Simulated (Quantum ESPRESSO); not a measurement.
# SiC (Moissanite 3C): a worked LO-TO splitting

Aim: work out the LO frequency and the static dielectric constant of SiC (Moissanite 3C) from one linear-response run, then check them.

Main program and level: Quantum ESPRESSO 7.5; DFT LDA, scalar-relativistic, plane waves, PseudoDojo norm-conserving pseudopotentials.

### 1. The relaxed structure

Symmetry: F-43m, No. 216, cubic system. The conventional cell has a = 4.326 Å, b = 4.326 Å, c = 4.326 Å, α = 90.00°, β = 90.00°, γ = 90.00°. Nearest to Si lie 4 C at 1.87 Å. Nearest to C lie 4 Si at 1.87 Å. Farther neighbours are not listed.

This is the cell after its relaxation at this level of theory, not the database cell from which that began.

### 2. What the response run gave

A linear-response run on the relaxed cell, with the response to an electric field; only its zone-centre results are used. Cutoff 82 Ry, k mesh 12×12×12.

The program printed:

```text
[banners, grids, parts of the stress and lines that vanish by symmetry left out]
Program PHONON v.7.5
     Reading xml data from directory:

[...]
Exchange-correlation= PW
                           (   1   4   0   0   0   0   0)
[...]
kinetic-energy cut-off    =      82.0000  Ry
     charge density cut-off    =     328.0000  Ry
     convergence threshold     =      1.0E-18
[...]
Exchange-correlation= PW
                           (   1   4   0   0   0   0   0)
[...]
q = (   0.0000000   0.0000000   0.0000000 )
     25 Sym.Ops. (with q -> -q+G )
     G cutoff =  277.5696  (  13731 G-vectors)     FFT grid: ( 36, 36, 36)
     number of k points=    72
[...]
Mode symmetry, T_d (-43m)  point group:
[...]
Dielectric constant
[...]
End of electric fields calculation
          Dielectric constant in cartesian axis
          (       6.878982058      -0.000000000       0.000000000 )
          (       0.000000000       6.878982058       0.000000000 )
          (      -0.000000000       0.000000000       6.878982058 )
          Effective charges (d Force / dE) in cartesian axis without acoustic sum rule applied (asr)
           atom    1  Si    Mean Z*:        2.72193
      Ex  (        2.72193       -0.00000        0.00000 )
      Ey  (       -0.00000        2.72193        0.00000 )
      Ez  (        0.00000        0.00000        2.72193 )
           atom    2  C     Mean Z*:       -2.72339
      Ex  (       -2.72339       -0.00000       -0.00000 )
      Ey  (       -0.00000       -2.72339       -0.00000 )
      Ez  (        0.00000       -0.00000       -2.72339 )
          Effective charges Sum: Mean:       -0.00146
[...]
Effective charges (d Force / dE) in cartesian axis with asr applied:
           atom    1  Si    Mean Z*:        2.72266
[...]
atom    2  C     Mean Z*:       -2.72266
[...]
Representation #   1 modes #   1   2   3
[...]
End of self-consistent calculation
     Convergence has been achieved
     Representation #   2 modes #   4   5   6
[...]
End of self-consistent calculation
     Convergence has been achieved
[...]
Dielectric constant in cartesian axis
          (       6.878982058      -0.000000000       0.000000000 )
          (       0.000000000       6.878982058       0.000000000 )
          (      -0.000000000       0.000000000       6.878982058 )
          Effective charges (d Force / dE) in cartesian axis without acoustic sum rule applied (asr)
           atom    1  Si    Mean Z*:        2.72193
      Ex  (        2.72193       -0.00000        0.00000 )
      Ey  (       -0.00000        2.72193        0.00000 )
      Ez  (        0.00000        0.00000        2.72193 )
           atom    2  C     Mean Z*:       -2.72339
      Ex  (       -2.72339       -0.00000       -0.00000 )
      Ey  (       -0.00000       -2.72339       -0.00000 )
      Ez  (        0.00000       -0.00000       -2.72339 )
          Effective charges Sum: Mean:       -0.00146
[...]
Effective charges (d Force / dE) in cartesian axis with asr applied:
           atom    1  Si    Mean Z*:        2.72266
[...]
atom    2  C     Mean Z*:       -2.72266
[...]
q = (    0.000000000   0.000000000   0.000000000 )
[...]
freq (    1) =       0.019105 [THz] =       0.637264 [cm-1]
     freq (    2) =       0.019105 [THz] =       0.637264 [cm-1]
     freq (    3) =       0.019105 [THz] =       0.637264 [cm-1]
     freq (    4) =      23.926771 [THz] =     798.111157 [cm-1]
     freq (    5) =      23.926771 [THz] =     798.111157 [cm-1]
     freq (    6) =      23.926771 [THz] =     798.111157 [cm-1]
[...]
Mode symmetry, T_d (-43m)  point group:
     freq (   1-   3) =          0.6  [cm-1]   --> T_2  G_15 P_4   I+R
     freq (   4-   6) =        798.1  [cm-1]   --> T_2  G_15 P_4   I+R

   JOB DONE.
```

| quantity | value |
| --- | --- |
| cell volume Ω (Å³) | 20.234 |
| mass of Si (u) | 28.085 |
| mass of C (u) | 12.011 |
| Born charge of Si, raw (e) | 2.722 |
| Born charge of C, raw (e) | -2.723 |
| ε∞ | 6.879 |
| ω(TO) after the sum rule (cm⁻¹) | 798.1 |

### 3. The calculation

The charges must sum to zero over the cell; taking off their mean, -0.001 e, leaves Z* = 2.723 e on Si. In the polar mode Si moves against C, so the reduced mass is μ = 28.09 × 12.01 / 40.10 = 8.413 u.

A longitudinal wave builds up a field that adds to the restoring force: ω(LO)² = ω(TO)² + 4π Z*² / (μ Ω ε∞), in Hartree atomic units. With μ = 15336 electron masses and Ω = 136.54 bohr³ the second term is 6.4667e-06 Ha², or 311496 cm⁻² (1 Ha = 219474.6 cm⁻¹).

So ω(LO) = √(636980 + 311496) = 973.9 cm⁻¹, and by the Lyddane-Sachs-Teller relation ε₀ = ε∞ (ω(LO)/ω(TO))² = 10.24.

### 4. Check against the program

The analysis program adds the same non-analytic term to the full matrix, here for q along (1 0 0).

The program printed:

```text
[banner, memory and clock lines left out]
Program DYNMAT v.7.5

     Reading Dynamical Matrix from file g.dyn
     ...Force constants read
     ...epsilon and Z* read

     Polarizability (A^3 units)
     multiply by 0.337877 for Clausius-Mossotti correction
         9.466018    0.000000   -0.000000
        -0.000000    9.466018    0.000000
         0.000000    0.000000    9.466018

     IR activities are in (D/A)^2/amu units

# mode   [cm-1]    [THz]      IR
    1     -0.00   -0.0000    0.0000
    2     -0.00   -0.0000    0.0000
    3      0.00    0.0000    0.0000
    4    798.11   23.9267   20.3284
    5    798.11   23.9267   20.3284
    6    973.90   29.1968   20.3284
```

ε₀ comes from the program's run without a direction of q.

```
    quantity  by hand  program
ω(LO) (cm⁻¹)    973.9    973.9
          ε₀    10.24    10.24
```

### 5. What came out

| Property | Result |
| --- | --- |
| TO mode | 798.1 cm⁻¹ |
| LO mode | 973.9 cm⁻¹ |
| static dielectric constant | 10.24 |

In words: The LO mode of SiC (Moissanite 3C) lies at 974 cm⁻¹, 176 cm⁻¹ above the TO mode; the formula meets the program within 0.1 cm⁻¹, as it must for a cubic crystal with one polar mode. ω(LO)² − ω(TO)² goes with Z*²/ε∞: an error of 5 % in ε∞ would move the LO mode by 7.6 cm⁻¹, and semilocal functionals tend to overestimate ε∞. These are harmonic values at zero temperature, at the volume of this functional, for the structure held cubic; stability elsewhere in the zone is no part of this calculation.

[Host names and launcher messages were left out of these logs when they were recorded.]

[Logs are printed without paths, hosts, clocks, repeated set-up lines and the standing remarks that a program may print on its own settings, such as how far it seeks lower states.]

[Hosts, paths, dates, database ids (printed as entryN), source tags and the programs' standing remarks are cut or masked in the printed files.]
